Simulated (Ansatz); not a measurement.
# Ru_Al in AlN (F-43m): charge-transition levels and formation energies

Charge states of Ru_Al in AlN (F-43m), set against the band edges. Model: a cell of 54 host atoms with 1 Al taken out and 1 Ru put in.

Method: place-levels on r2SCAN runs: charge-transition levels and formation energies with image-charge correction and potential alignment at the atomic sites; PAW set soft_1, in Ansatz 0.2.0.

**1. The structure**

The cell holds 54 atoms: 26 Al, 27 N and 1 Ru. Cell: a = 9.269 Å, b = 9.269 Å, c = 9.269 Å, α = 60.0°, β = 60.0°, γ = 60.0°. It derives from AlN (space group F-43m). Nearest the centre at fractional (0.333, 0.667, 0.667): Ru35 at 0.00 Å, N34 at 1.89 Å, N30 at 1.89 Å, N18 at 1.89 Å, N36 at 1.89 Å, Al23 at 3.09 Å, Al31 at 3.09 Å, Al5 at 3.09 Å.

Structure file:

```xyz
54
Lattice="0.0000 6.5542 6.5542 6.5542 0.0000 6.5542 6.5542 6.5542 0.0000" Properties=species:S:1:pos:R:3 pbc="T T T"
Al    0.0000    0.0000    0.0000
N     1.0924    1.0924    1.0924
Al    2.1847    2.1847    0.0000
N     3.2771    3.2771    1.0924
Al    4.3695    4.3695    0.0000
N     5.4618    5.4618    1.0924
Al    2.1847    0.0000    2.1847
N     3.2771    1.0924    3.2771
Al    4.3695    2.1847    2.1847
N     5.4618    3.2771    3.2771
Al    6.5542    4.3695    2.1847
N     7.6466    5.4618    3.2771
Al    4.3695    0.0000    4.3695
N     5.4618    1.0924    5.4618
Al    6.5542    2.1847    4.3695
N     7.6466    3.2771    5.4618
Al    8.7389    4.3695    4.3695
N     9.8313    5.4618    5.4618
Al    0.0000    2.1847    2.1847
N     1.0924    3.2771    3.2771
Al    2.1847    4.3695    2.1847
N     3.2771    5.4618    3.2771
Al    4.3695    6.5542    2.1847
N     5.4618    7.6466    3.2771
Al    2.1847    2.1847    4.3695
N     3.2771    3.2771    5.4618
Al    4.3695    4.3695    4.3695
N     5.4618    5.4618    5.4618
Al    6.5542    6.5542    4.3695
N     7.6466    7.6466    5.4618
Al    4.3695    2.1847    6.5542
N     5.4618    3.2771    7.6466
Al    6.5542    4.3695    6.5542
N     7.6466    5.4618    7.6466
Ru    8.7389    6.5542    6.5542
N     9.8313    7.6466    7.6466
Al    0.0000    4.3695    4.3695
N     1.0924    5.4618    5.4618
Al    2.1847    6.5542    4.3695
N     3.2771    7.6466    5.4618
Al    4.3695    8.7389    4.3695
N     5.4618    9.8313    5.4618
Al    2.1847    4.3695    6.5542
N     3.2771    5.4618    7.6466
Al    4.3695    6.5542    6.5542
N     5.4618    7.6466    7.6466
Al    6.5542    8.7389    6.5542
N     7.6466    9.8313    7.6466
Al    4.3695    4.3695    8.7389
N     5.4618    5.4618    9.8313
Al    6.5542    6.5542    8.7389
N     7.6466    7.6466    9.8313
Al    8.7389    8.7389    8.7389
N     9.8313    9.8313    9.8313
```

Screening for the image-charge correction: ε∞ = 4.64, ε0 = 8.51, computed on the host (DFPT, PBEsol, on the r2SCAN cell), and a cell off the functional's own equilibrium shifts the ionic part.

The cell's shortest repeat is 9.3 Å.

**2. What was run first**

Levels follow from differences of total energies between charge states, each relaxed by itself.

Each atom starts 0.05 Å or so off its site in a random direction: a symmetric start keeps its symmetry, and would miss off-centre moves and Jahn–Teller distortions. Forces are taken at one point at (¼, ¼, ¼). The cell holds 1 electron more than the neutral one, with a uniform background that keeps it neutral on the whole.

The sampling was tested on the host first: at the k-points planned (1x1x1 shifted 0.25 0.25 0.25) its energy lies 0.045 eV an atom from the dense-mesh value, so the final energies take a denser sampling.

One of the inputs; charge, spin and start change from state to state.

Contents of qm1.relax/input.yaml:

```yaml
crystal:
  lattice:
    - [0.0, 6.55418986, 6.55418986]
    - [6.55418986, 0.0, 6.55418986]
    - [6.55418986, 6.55418986, 0.0]
  atoms:
    - { symbol: Al, position: [0.0, 0.0, 0.0] }
    - { symbol: "N", position: [0.08333333, 0.08333333, 0.08333333] }
    - { symbol: Al, position: [0.0, 0.0, 0.33333333] }
    - { symbol: "N", position: [0.08333333, 0.08333333, 0.41666667] }
    - { symbol: Al, position: [0.0, 0.0, 0.66666667] }
    - { symbol: "N", position: [0.08333333, 0.08333333, 0.75] }
    - { symbol: Al, position: [0.0, 0.33333333, 0.0] }
    - { symbol: "N", position: [0.08333333, 0.41666667, 0.08333333] }
    - { symbol: Al, position: [0.0, 0.33333333, 0.33333333] }
    - { symbol: "N", position: [0.08333333, 0.41666667, 0.41666667] }
    - { symbol: Al, position: [0.0, 0.33333333, 0.66666667] }
    - { symbol: "N", position: [0.08333333, 0.41666667, 0.75] }
    - { symbol: Al, position: [0.0, 0.66666667, 0.0] }
    - { symbol: "N", position: [0.08333333, 0.75, 0.08333333] }
    - { symbol: Al, position: [0.0, 0.66666667, 0.33333333] }
    - { symbol: "N", position: [0.08333333, 0.75, 0.41666667] }
    - { symbol: Al, position: [0.0, 0.66666667, 0.66666667] }
    - { symbol: "N", position: [0.08333333, 0.75, 0.75] }
    - { symbol: Al, position: [0.33333333, 0.0, 0.0] }
    - { symbol: "N", position: [0.41666667, 0.08333333, 0.08333333] }
    - { symbol: Al, position: [0.33333333, 0.0, 0.33333333] }
    - { symbol: "N", position: [0.41666667, 0.08333333, 0.41666667] }
    - { symbol: Al, position: [0.33333333, 0.0, 0.66666667] }
    - { symbol: "N", position: [0.41666667, 0.08333333, 0.75] }
    - { symbol: Al, position: [0.33333333, 0.33333333, 0.0] }
    - { symbol: "N", position: [0.41666667, 0.41666667, 0.08333333] }
    - { symbol: Al, position: [0.33333333, 0.33333333, 0.33333333] }
    - { symbol: "N", position: [0.41666667, 0.41666667, 0.41666667] }
    - { symbol: Al, position: [0.33333333, 0.33333333, 0.66666667] }
    - { symbol: "N", position: [0.41666667, 0.41666667, 0.75] }
    - { symbol: Al, position: [0.33333333, 0.66666667, 0.0] }
    - { symbol: "N", position: [0.41666667, 0.75, 0.08333333] }
    - { symbol: Al, position: [0.33333333, 0.66666667, 0.33333333] }
    - { symbol: "N", position: [0.41666667, 0.75, 0.41666667] }
    - { symbol: Ru, position: [0.33333333, 0.66666667, 0.66666667] }
    - { symbol: "N", position: [0.41666667, 0.75, 0.75] }
    - { symbol: Al, position: [0.66666667, 0.0, 0.0] }
    - { symbol: "N", position: [0.75, 0.08333333, 0.08333333] }
    - { symbol: Al, position: [0.66666667, 0.0, 0.33333333] }
    - { symbol: "N", position: [0.75, 0.08333333, 0.41666667] }
    - { symbol: Al, position: [0.66666667, 0.0, 0.66666667] }
    - { symbol: "N", position: [0.75, 0.08333333, 0.75] }
    - { symbol: Al, position: [0.66666667, 0.33333333, 0.0] }
    - { symbol: "N", position: [0.75, 0.41666667, 0.08333333] }
    - { symbol: Al, position: [0.66666667, 0.33333333, 0.33333333] }
    - { symbol: "N", position: [0.75, 0.41666667, 0.41666667] }
    - { symbol: Al, position: [0.66666667, 0.33333333, 0.66666667] }
    - { symbol: "N", position: [0.75, 0.41666667, 0.75] }
    - { symbol: Al, position: [0.66666667, 0.66666667, 0.0] }
    - { symbol: "N", position: [0.75, 0.75, 0.08333333] }
    - { symbol: Al, position: [0.66666667, 0.66666667, 0.33333333] }
    - { symbol: "N", position: [0.75, 0.75, 0.41666667] }
    - { symbol: Al, position: [0.66666667, 0.66666667, 0.66666667] }
    - { symbol: "N", position: [0.75, 0.75, 0.75] }
  host:
    repeats: [3, 3, 3]
    atoms:
      - { symbol: Al, position: [0.0, 0.0, 0.0] }
      - { symbol: "N", position: [0.25, 0.25, 0.25] }
total_charge: -1
basis:
  ecutwfc: 500
  xc_grid: 2
hamiltonian:
  xc: r2scan
  pseudopotentials: { kind: paw, azcp: { folder: soft_1 } }
kpoints:
  mp_grid: { grid: [1, 1, 1], shift: [0.25, 0.25, 0.25] }
scf:
  occupations: { method: fixed }
  max_iter: 100
output:
  forces: true
  charged_corrections:
    epsilon: 4.64
    static_epsilon: 8.51
    defect_position: [0.333333, 0.666667, 0.666667]
relax:
  f_tol: 0.02
  max_steps: 80
  random_displacement: { amplitude: 0.05, seed: 7760 }
checkpoint:
  write: "../qm1.relax.run"
  compress: false
  write_wavefunctions: true
  write_every: 100000
```

Launch:

```console
> ansatz run input.yaml --threads 4 --pin off --max-ram 7536MiB --backend cpu --events-out ev --progress --plain --runs-dir out
```

The relaxed structure is kept and the sampling changed to a 2×2×2 shifted mesh.

The run of this state that the levels use, under r2SCAN:

Contents of qm1.point/input.yaml:

```yaml
crystal:
  checkpoint: "../qm1.relax.run"
  host: checkpoint
total_charge: -1
basis:
  ecutwfc: 500
  xc_grid: 2
hamiltonian:
  xc: r2scan
  pseudopotentials: { kind: paw, azcp: { folder: soft_1 } }
kpoints:
  mp_grid: { grid: [2, 2, 2], shift: [0.5, 0.5, 0.5] }
scf:
  occupations: { method: fermi_dirac, width: 0.01 }
  max_iter: 100
output:
  forces: true
  eigenvalues: true
  charged_corrections:
    epsilon: 4.64
    static_epsilon: 8.51
    defect_position: [0.333333, 0.666667, 0.666667]
  eigenstates: { localisation: true }
  populations: true
  band_densities: [{ bands: [v1, v1] }, { bands: [c1, c1] }]
  write_density: true
  write_potential: true
  volumetric_format: npy
checkpoint:
  read: "../qm1.relax.run"
  write: "../qm1.point.run"
  compress: false
  write_wavefunctions: false
  write_every: 100000
```

Relaxations under r2SCAN at one point at (¼, ¼, ¼); times on 4 threads of Arm Neoverse V1, shared host:

| charge | moment (μB) | occupations | outcome | steps | largest displacement against the far atoms (Å) | time |
| --- | --- | --- | --- | --- | --- | --- |
| −1 | 0 | fixed | converged | 14 | 0.44 | 2 min |
| −1 | 4 | fixed | converged | 15 | 0.24 | 7.5 min |
| −1 | 2 | fixed | converged | 10 | 0.24 | 3.9 min |
| 0 | 1 | fixed | converged | 10 | 0.19 | 3.3 min |
| 0 | 5 | fixed | converged | 5 | 0.17 | 1.8 min |
| 0 | 3 | fixed | converged | 9 | 0.22 | 3.6 min |
| +1 | 0 | fixed | converged | 7 | 0.07 | 67 s |
| +1 | 4 | fixed | converged | 8 | 0.13 | 2.7 min |
| +1 | 2 | fixed | converged | 12 | 0.16 | 5 min |
| +2 | 1 | fixed | converged | 9 | 0.07 | 3.8 min |
| +2 | 3 | fixed | converged | 7 | 0.08 | 2.6 min |

Single points under r2SCAN at a 2×2×2 shifted mesh; times on 4 threads of Arm Neoverse V1, shared host:

| charge | moment (μB) | occupations | outcome | time |
| --- | --- | --- | --- | --- |
| −1 | 0 | fermi-dirac | converged | 51 s |
| −1 | 4 | fermi-dirac | converged | 2.1 min |
| −1 | 2 | fermi-dirac | converged | 2.3 min |
| 0 | 1 | fermi-dirac | converged | 2.1 min |
| 0 | 5 | fermi-dirac | converged | 1.9 min |
| 0 | 3 | fermi-dirac | converged | 2.2 min |
| +1 | 0 | fermi-dirac | converged | 47 s |
| +1 | 4 | fermi-dirac | converged | 1.8 min |
| +1 | 2 | fermi-dirac | converged | 2.6 min |
| +2 | 1 | fermi-dirac | converged | 1.8 min |
| +2 | 3 | fermi-dirac | converged | 1.8 min |

Distances (Å) from Ru35 to the nearest atoms after relaxation with r2SCAN:

| charge | moment (μB) | 1. | 2. | 3. | 4. | 5. | 6. |
| --- | --- | --- | --- | --- | --- | --- | --- |
| −1 | 0 | N 1.95 | N 1.95 | N 1.95 | N 2.54 | Al 2.68 | Al 2.68 |
| −1 | 4 | N 2.04 | N 2.04 | N 2.16 | N 2.16 | Al 2.98 | Al 2.98 |
| −1 | 2 | N 2.03 | N 2.03 | N 2.05 | N 2.24 | Al 2.88 | Al 2.91 |
| 0 | 1 | N 1.97 | N 1.97 | N 1.97 | N 2.20 | Al 2.95 | Al 2.95 |
| 0 | 5 | N 2.06 | N 2.06 | N 2.06 | N 2.06 | Al 3.11 | Al 3.11 |
| 0 | 3 | N 1.96 | N 1.98 | N 2.04 | N 2.19 | Al 2.92 | Al 2.93 |
| +1 | 0 | N 1.96 | N 1.96 | N 1.96 | N 1.97 | Al 3.11 | Al 3.11 |
| +1 | 4 | N 1.96 | N 1.96 | N 2.03 | N 2.04 | Al 3.09 | Al 3.09 |
| +1 | 2 | N 1.90 | N 1.94 | N 1.95 | N 2.13 | Al 2.98 | Al 3.01 |
| +2 | 1 | N 1.91 | N 1.91 | N 1.91 | N 1.92 | Al 3.12 | Al 3.13 |
| +2 | 3 | N 1.90 | N 1.90 | N 1.90 | N 2.03 | Al 3.09 | Al 3.09 |

(Continued in part 2 of 2.)

[Logs are printed without paths, hosts, clocks, repeated set-up lines and the standing remarks that a program may print on its own settings, such as how far it seeks lower states.]

[Hosts, paths, dates, database ids (printed as entryN), source tags and the programs' standing remarks are cut or masked in the printed files.]

[Where a table of states has a column of steps, it counts the stored structures, which are thinned; the runs took as many ionic steps or more.]

[A defect's name tells the site on which it was built; relaxed atoms can leave that site.]

[For some hosts the program warned that the k-mesh of the response run may be too coarse for force constants and the static dielectric constant; such warnings are not shown here.]
